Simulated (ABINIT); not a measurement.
Computed results, one entry a study.

Quasiparticle gap of SiC (P6_3mc) in ABINIT. Symmetry: P6_3mc, No. 186, hexagonal system. Conventional cell: a = 3.074 Å, b = 3.074 Å, c = 5.045 Å, α = 90.00°, β = 90.00°, γ = 120.00°. Nearest to Si lie 4 C at 1.88 to 1.90 Å. C has 4 Si at 1.88 to 1.90 Å nearest. Farther neighbours, and contacts between anions beyond the nearest, are not listed. The calculation used RPA screening on PBE, plane waves, norm-conserving pseudopotentials (and 2 further levels or steps) in ABINIT 10.8.3, with cutoff 37 Ha, PseudoDojo scalar-relativistic 0.4.1 standard, norm-conserving, ngkpt (6, 6, 4), nband 159, ecuteps 7.2 Ha, inclvkb 2, shiftk (0, 0, 0), symchi 1, awtr 1, frequency ppm, 6×6×4 k-mesh. The PBE gap is 2.28 eV, indirect, the G0W0 gap on the mesh is 2.96 eV and the GW settings are 6×6×4 mesh, 159 bands, screening to 195.9 eV, Godby-Needs plasmon pole. The known limits are short of the basis limit. It took 5 runs, 3.3 min in all on 8 MPI ranks of Arm Neoverse V1, shared host. G0W0 moves the gap on the mesh from 2.28 eV to 2.96 eV (+0.68 eV), with Z of 0.79 and 0.82 at the edges. Local fields lower the RPA ε∞ on this mesh from 7.51 to 6.86. The program's warnings: nkpt*nsppol () is not a multiple of nproc spkpt (). The cell and positions are those that the Materials Project relaxed with its own functionals (PBE, PBE+U or r2SCAN), kept fixed.

```
Si C
1.0
     3.07351    0.00000    0.00000
    -1.53676    2.66174    0.00000
     0.00000    0.00000    5.04525
Si C
2 2
Direct
  0.33333 0.66667 0.49960
  0.66667 0.33333 0.99960
  0.33333 0.66667 0.87540
  0.66667 0.33333 0.37540
```

[Long decimals in the printed logs are rounded to 6 places.]

[Logs are printed without paths, hosts, clocks, repeated set-up lines and the standing remarks that a program may print on its own settings, such as how far it seeks lower states.]

[Paths, hosts, dates, memory and timing lines, banners, echoed tables and standing remarks are left out of the program output; an Ansatz launch command may be rebuilt from the run's recorded settings. Measured values are a selection of at most five: reports struck by readers or far from the other reports are left out. None is set beside runs whose start may be inverted or whose files or cutoffs have a known fault.]

[Runs of the session that timed out or met a known fault of the program may be left out.]

[Hosts, paths, dates, database ids (printed as entryN), source tags and the programs' standing remarks are cut or masked in the printed files.]

[G0W0 gaps are taken among the corrected bands and points alone; a level outside them can change the order at an edge.]

[Where Ansatz stands beside ABINIT at settings called matched, ABINIT's density can come from a denser mesh and the files from another edition; pairs whose starting gaps differed by over 0.03 eV were left out, so agreement reads better than it is.]
